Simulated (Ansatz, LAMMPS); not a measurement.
**Glassy 71P2O5-6Al2O3-18BaO-6Fe2O3 (mol %) (100 atoms) in motion**

Aim: follow glassy 71P2O5-6Al2O3-18BaO-6Fe2O3 (mol %) (100 atoms) for a short time with forces from DFT, then look at structure and electrons in the last frame.

Main program and level: Ansatz 0.2.0; Kohn-Sham DFT, LDA, PAW (set soft_2), plane waves.

## Step 1: The structure

The cell holds 100 atoms: 24 P, 2 Al, 3 Ba, 2 Fe and 69 O. Its edges and angles: a = 11.202 Å, b = 11.202 Å, c = 11.202 Å, α = 90.0°, β = 90.0°, γ = 90.0°. 100 atoms (24 P, 2 Al, 3 Ba, 2 Fe, 69 O) placed at random at 2.81 g/cm³, melted at 4000 K for 10 ps at fixed volume with the Morse and Coulomb pair potential with partial charges (Pedone, Malavasi, Menziani, Cormack and Segre, J. Phys. Chem. B 110, 11780 (2006)). Quenched from 4000 K to 300 K at 10 K/ps and fixed volume, held 10 ps at zero pressure, then minimised at fixed cell.

What the set-up can't give: The quench rate of 10 K/ps is orders of magnitude faster than experiment, which tends to freeze in extra defects. The starting topology of bonds comes from the classical model. Without a Hubbard term or exact exchange, open shells on Fe are likely too delocalised. Sampling is at Γ alone, for a cell whose shortest periodic width is 11 Å. Spin–orbit coupling is left out, which matters for the levels of the heavy elements.

## Step 2: Single point at the start

The forces at the start show how far the geometry lies from a minimum of this functional.

input.yaml reads:

```yaml
crystal:
  lattice:
    - [11.20166, 0.0, 0.0]
    - [0.0, 11.20166, 0.0]
    - [0.0, 0.0, 11.20166]
  atoms:
    - { symbol: P, position: [0.1138, 0.52271, 0.06268] }
    - { symbol: P, position: [0.5857, 0.45423, 0.05724] }
    - { symbol: P, position: [0.404, 0.2453, 0.01804] }
    - { symbol: P, position: [0.57892, 0.08022, 0.87954] }
    [... 90 atom lines left out ...]
    - { symbol: O, position: [0.45042, 0.34386, 0.73941] }
    - { symbol: O, position: [0.53629, 0.574, 0.08227] }
    - { symbol: O, position: [0.40755, 0.45186, 0.36713] }
    - { symbol: O, position: [0.68265, 0.27854, 0.37276] }
    - { symbol: O, position: [0.88435, 0.44709, 0.93714] }
    - { symbol: O, position: [0.09109, 0.10046, 0.72398] }
magnetization:
  spin_polarized: true
kpoints:
  mp_grid: { grid: [1, 1, 1] }
hamiltonian:
  xc: lda
scf:
  occupations: { method: fermi_dirac, width: 0.05 }
  lower_state_search: "off"
output:
  forces: true
  stress: true
```

The run is started by

```
> ansatz run input.yaml --threads 4 --pin off --max-ram 15872MiB --backend cpu --events-out ev --progress --plain --runs-dir out
```

Wall time 88 s (4 threads of Arm Neoverse V2, shared host); peak memory 3 GiB; 5.8 min of CPU time.

Read from the output:

- free energy: -82972.3450 eV
- free energy per atom: -829.7234 eV/atom
- SCF cycles: 35
- pressure: -4.44 GPa
- r.m.s. force component: 1.33 eV/Å
- longest force: 6.1 eV/Å
- Fermi energy: 4.022 eV
- total moment: -9.961 μB
- absolute moment: 10.05 μB

The r.m.s. force component of 1.3 eV/Å and the pressure of -4.4 GPa set the starting point.

Length of the force by element:

```
element  coordination  atoms  mean length of the force (eV/Å)  spread  least   most
     Al           all      2                            0.872   0.032  0.840  0.904
     Ba           all      3                            0.696  0.0662  0.635  0.788
     Fe           all      2                             1.28   0.175   1.11   1.45
      O           all     69                             1.44   0.759  0.384   3.72
      P           all     24                             3.46    1.52   1.35   6.10
```

## Step 3: Dynamics at 900 K

A Nosé–Hoover thermostat steers the temperature while disturbing the dynamics little. The time step is 1.0 fs.

Changes to input.yaml since step 2:

```diff
@@ -19 +19,8 @@
   stress: true
+md:
+  timestep: 1.0
+  n_steps: 80
+  ensemble: nvt_nose_hoover
+  temperature: 900
+  initial_velocities: maxwell_boltzmann
+  seed: 7289
```

It took 52 min on 4 threads; peak memory 3.1 GiB.

The program notes that the SCF threshold is loose for the stress and it switched symmetry off.

The trajectory, sampled:

```
time (fs)  T (K)  potential (meV/atom)  conserved (meV/atom)
      0.0    900                   0.0                  0.00
      5.0    824                   9.8                  0.09
     11.0    820                  10.4                  0.09
     16.0    870                   3.9                 -0.02
     21.0    689                  27.4                  0.14
     27.0    616                  36.9                  0.11
     32.0    638                  34.5                  0.11
     37.0    699                  27.3                  0.13
     43.0    858                   7.6                  0.02
     48.0    830                  12.2                  0.09
     53.0    780                  19.4                  0.10
     59.0    777                  20.8                  0.09
     64.0    808                  17.8                  0.08
     69.0    847                  13.9                  0.07
     75.0    858                  13.9                  0.10
     80.0    866                  14.0                  0.06
```

Mean square displacement from the first frame to the last: P 0.055 Å², Al 0.12 Å², Ba 0.045 Å², Fe 0.046 Å², O 0.18 Å².

The mean square displacement by time lag:

```
time lag (fs)  Al (Å²)  Ba (Å²)  Fe (Å²)   O (Å²)   P (Å²)
          1.0   6.0e-5   9.7e-6   2.4e-5   1.2e-4   7.0e-5
          2.0   2.4e-4   3.9e-5   9.6e-5   4.8e-4   2.8e-4
          4.0   9.4e-4   1.6e-4   3.8e-4  0.00188  0.00110
          5.0  0.00146   2.5e-4   5.8e-4  0.00290  0.00170
          7.0  0.00280   4.8e-4  0.00111  0.00552  0.00324
          9.0  0.00452   8.0e-4  0.00178  0.00880  0.00514
         10.0  0.00552   9.9e-4  0.00217   0.0106  0.00620
         12.0  0.00774  0.00143  0.00302   0.0147  0.00847
         14.0   0.0103  0.00196  0.00397   0.0190   0.0109
         15.0   0.0116  0.00225  0.00447   0.0213   0.0121
         17.0   0.0145  0.00290  0.00554   0.0259   0.0145
         18.0   0.0161  0.00326  0.00610   0.0283   0.0157
         20.0   0.0193  0.00403  0.00726   0.0330   0.0181
         22.0   0.0228  0.00489  0.00846   0.0377   0.0204
         23.0   0.0246  0.00535  0.00908   0.0401   0.0216
         25.0   0.0284  0.00633   0.0103   0.0448   0.0238
         27.0   0.0325  0.00740   0.0116   0.0494   0.0259
         28.0   0.0345  0.00796   0.0123   0.0517   0.0269
         30.0   0.0389  0.00915   0.0135   0.0563   0.0289
         31.0   0.0411  0.00977   0.0142   0.0586   0.0299
         33.0   0.0457   0.0111   0.0155   0.0632   0.0317
         35.0   0.0505   0.0124   0.0167   0.0677   0.0333
         36.0   0.0529   0.0131   0.0173   0.0699   0.0340
         38.0   0.0578   0.0146   0.0185   0.0743   0.0353
         40.0   0.0628   0.0161   0.0197   0.0786   0.0364
```

Over the second half of 80 fs the temperature averages 824 K with swings of 34 K r.m.s. The conserved energy stays within 0.18 meV/atom. From first frame to last O has the largest mean square displacement, 0.18 Å² at the end; the farthest move is 0.82 Å. The count of bonds goes from 131 in the first frame to 132 in the last, by one set of cutoffs: 1 pairs passed out of them and 2 came within. The run spans 0.08 ps, too short for its means to be equilibrium values.

## Step 4: Structure statistics late in the run

The g(r) is a mean over the second half; what follows it is taken at the last frame.

Bonds before and after, by the cutoffs listed below:

```
pair  bonds before  bonds after  mean before (Å)  mean after (Å)  spread before (Å)  spread after (Å)
 O-P            96           96            1.534           1.573              0.034             0.085
O-Ba            17           18            2.834           2.740              0.228             0.230
O-Al             9            9            1.886           1.845              0.101             0.099
O-Fe             9            9            1.967           1.915              0.088             0.122
```

Density 2.86 g/cm³, 14.06 Å³ an atom.

Mean of 15 frames. g(r), total and by pair (bins of 0.2 Å):

```
r (Å)  total   O-O    O-P  O-Ba  O-Al  O-Fe   P-P
 1.30   0.03  0.00   0.08  0.00  0.00  0.00  0.00
 1.50   3.35  0.00  10.14  0.00  0.00  0.00  0.00
 1.70   1.13  0.00   3.13  0.00  1.69  1.75  0.00
 1.90   0.39  0.00   0.13  0.00  8.32  4.30  0.00
 2.10   0.10  0.00   0.00  0.00  0.51  3.27  0.00
 2.30   0.30  0.57   0.00  0.39  0.31  0.27  0.00
 2.50   1.88  3.75   0.00  1.69  0.36  0.56  0.00
 2.70   0.93  1.71   0.04  2.44  0.00  0.08  0.00
 2.90   0.54  0.83   0.10  1.02  0.00  0.00  1.25
 3.10   0.94  1.02   0.44  0.96  0.00  0.00  3.79
 3.30   0.77  0.64   0.87  0.33  0.05  0.38  0.52
 3.50   0.82  0.69   1.08  0.85  0.50  0.63  0.04
 3.70   1.06  0.72   1.60  0.87  1.17  2.59  0.18
 3.90   1.23  0.74   2.03  0.79  1.48  1.48  0.54
 4.10   1.17  0.81   1.65  1.04  3.07  1.35  0.76
 4.30   0.94  0.80   0.93  0.83  1.72  1.52  1.47
 4.50   1.07  1.19   0.81  1.42  1.34  1.15  1.39
 4.70   1.06  1.34   0.59  1.42  0.70  0.99  1.48
 4.90   1.21  1.48   0.83  1.81  0.84  0.24  1.29
 5.10   1.01  1.09   0.82  1.23  0.41  0.99  1.63
 5.30   1.02  1.06   0.96  1.23  0.46  1.03  1.03
 5.50   0.99  0.98   1.05  0.65  1.08  0.89  1.12
```

Bonds by pair of elements; cutoffs follow the first minimum of g(r), held within bounds set by covalent radii, and pairs that aren't listed don't count as bonded:

```
pair A-B  cutoff (Å)  bonds  mean length (Å)  spread (Å)  shortest (Å)  B about A  A about B
     O-P        2.11     96             1.57       0.085          1.42       1.39          4
    O-Ba        3.29     18             2.74        0.23          2.39      0.261          6
    O-Al        2.23      9             1.84       0.099          1.71       0.13        4.5
    O-Fe        2.38      9             1.92       0.122          1.74       0.13        4.5
```

How many atoms have how many bonded neighbours:

```
element  mean   1   2  3   4  5  6  7
     Al   4.5   0   0  0   1  1  0  0
     Ba     6   0   0  0   0  1  1  1
     Fe   4.5   0   0  0   1  1  0  0
      O  1.91  11  53  5   0  0  0  0
      P     4   0   0  0  24  0  0  0
```

Bond angles, per cent of each kind in bins of 5°:

```
angle (°)  O-P-O  O-Ba-O  P-O-P  Ba-O-P  O-Al-O
    50–55    0.0     6.5    0.0     0.0     0.0
    55–60    0.0     2.2    0.0     0.0     0.0
    60–65    0.0     2.2    0.0     0.0     0.0
    65–70    0.0     6.5    0.0     0.0     0.0
    70–75    0.0     6.5    0.0     0.0     0.0
    75–80    0.0     4.3    0.0     0.0     0.0
    80–85    0.0     4.3    0.0     0.0    18.8
    85–90    1.4    10.9    0.0     0.0     0.0
    90–95    2.1    10.9    0.0     5.3    25.0
   95–100   14.6     6.5    0.0    15.8    12.5
  100–105   16.0     4.3    0.0     0.0     0.0
  105–110   22.9     2.2    0.0     5.3     6.2
  110–115   18.8     2.2    3.7     5.3     6.2
  115–120   13.9     4.3    0.0    10.5     6.2
  120–125    6.2     2.2    7.4     5.3    12.5
  125–130    3.5     2.2    3.7    10.5     0.0
  130–135    0.7     4.3   11.1     5.3     6.2
  135–140    0.0     4.3    7.4    15.8     0.0
  140–145    0.0     2.2   14.8     5.3     0.0
  145–150    0.0     2.2   11.1     0.0     0.0
  150–155    0.0     4.3   11.1     0.0     0.0
  155–160    0.0     0.0   14.8     5.3     0.0
  160–165    0.0     2.2    7.4     0.0     0.0
  165–170    0.0     0.0    3.7     0.0     0.0
  170–175    0.0     0.0    3.7    10.5     6.2
  175–180    0.0     2.2    0.0     0.0     0.0
```

Bond angles (no mean is given where the spread exceeds 20°):

```
 angle  count  mean (°)  spread (°)
 O-P-O    144       109         8.9
O-Ba-O     46         -           -
 P-O-P     27       145        14.2
Ba-O-P     19         -           -
O-Al-O     16         -           -
```

Oxygen atoms by the number of network formers (Si, P, Ge, B, Al, As, Ga) bound to them:

```
network formers bound to O  O atoms  per cent
                         0        0         0
                         1       33      47.8
                         2       36      52.2
```

Network units: each former by its oxygen neighbours and how many of them bridge to another former:

```
former  O neighbours  bridging O  atoms
     P             4           1      1
     P             4           2      9
     P             4           3     12
     P             4           4      2
    Al             4           4      1
    Al             5           5      1
```

Bond length by coordination (bonds to H left out):

```
element  coordination  atoms  mean bond length (Å)
     Al             4      1                  1.82
     Al             5      1                  1.86
     Ba             5      1                  2.66
     Ba             6      1                  2.78
     Ba             7      1                  2.77
     Fe             4      1                  1.92
     Fe             5      1                  1.91
      O             1     11                  1.49
      O             2     53                  1.75
      O             3      5                  2.16
```

Rings of the network by King's shortest-path rule, up to 12 atoms, one path for each pair of neighbours; H, halogens, alkali and alkaline-earth atoms are left out, and the last column divides by all other atoms, bonded or not:

```
ring size (atoms)  rings  per network atom
                8      1              0.01
               10      5             0.052
               12      6             0.062
```

First main peaks of g(r), for some of the pairs, lie near 2.5 Å (O-O), 1.5 Å (O-P), 2.7 Å (O-Ba), 1.8 Å (O-Al), 2.0 Å (O-Fe) and 3.1 Å (P-P). Counting bonds as in the table, 50 % of Al atoms have 4 and as many 5, 50 % of Fe atoms have 4 and as many 5 and 77 % of O atoms have 2 bonded neighbours. The O-P-O angle averages 109° with a spread of 9°. Counting bonds to P and Al alone, not to Fe, 52 % of the oxygens join two of these atoms and 48 % one. The commonest P unit has 4 oxygens, 3 of them shared with other formers (12 of 24 atoms). Rings of 12 atoms are the most common (50 % of those counted); sizes run from 8 to 12, where the search stops.

## Step 5: Single point at the last frame

The last frame is solved again with fuller output, to read the electronic structure of a thermally displaced geometry.

input.yaml reads:

```yaml
crystal:
  lattice:
    - [11.20166, 0.0, 0.0]
    - [0.0, 11.20166, 0.0]
    - [0.0, 0.0, 11.20166]
  atoms:
    - { symbol: P, position: [0.11446, 0.53387, 0.06764] }
    - { symbol: P, position: [0.59111, 0.44594, 0.05855] }
    - { symbol: P, position: [0.41094, 0.22929, 0.02071] }
    - { symbol: P, position: [0.58567, 0.08698, 0.88089] }
    [... 90 atom lines left out ...]
    - { symbol: O, position: [0.41004, 0.33384, 0.72029] }
    - { symbol: O, position: [0.53595, 0.56508, 0.06442] }
    - { symbol: O, position: [0.37553, 0.48978, 0.36202] }
    - { symbol: O, position: [0.67792, 0.28966, 0.37904] }
    - { symbol: O, position: [0.86658, 0.44503, 0.91771] }
    - { symbol: O, position: [0.08432, 0.09229, 0.7572] }
magnetization:
  spin_polarized: true
kpoints:
  mp_grid: { grid: [1, 1, 1] }
hamiltonian:
  xc: lda
scf:
  occupations: { method: fermi_dirac, width: 0.05 }
  lower_state_search: "off"
output:
  forces: true
  stress: true
  populations: true
  dos:
    method: { smearing: { sigma: 0.15 } }
    de: 0.1
    projected: { site_lists: { Al: [Al], Ba: [Ba], Fe: [Fe], O: [O], P: [P] } }
  eigenvalues: true
  write_density: true
  write_potential: true
  volumetric_format: npy
  elf: true
```

The job ended after 2 min (4 threads; peak memory 3.1 GiB; 7.8 min of CPU time).

The run gave:

```yaml
free_energy: -82970.9468 eV
free_energy_per_atom: -829.7095 eV/atom
scf_cycles: 37
pressure: -6.737 GPa
r_m_s_force_component: 1.367 eV/Å
longest_force: 6.658 eV/Å
fermi_energy: 3.809 eV
levels_partly_filled_by_over_2_per_cent: 2
total_moment: -9.99 μB
absolute_moment: 10.08 μB
spilling_of_the_projection: 0.01688
```

[end of part 1 of 2]

[Logs are printed without paths, hosts, clocks, repeated set-up lines and the standing remarks that a program may print on its own settings, such as how far it seeks lower states.]

[Hosts, paths, dates, database ids (printed as entryN), source tags and the programs' standing remarks are cut or masked in the printed files.]
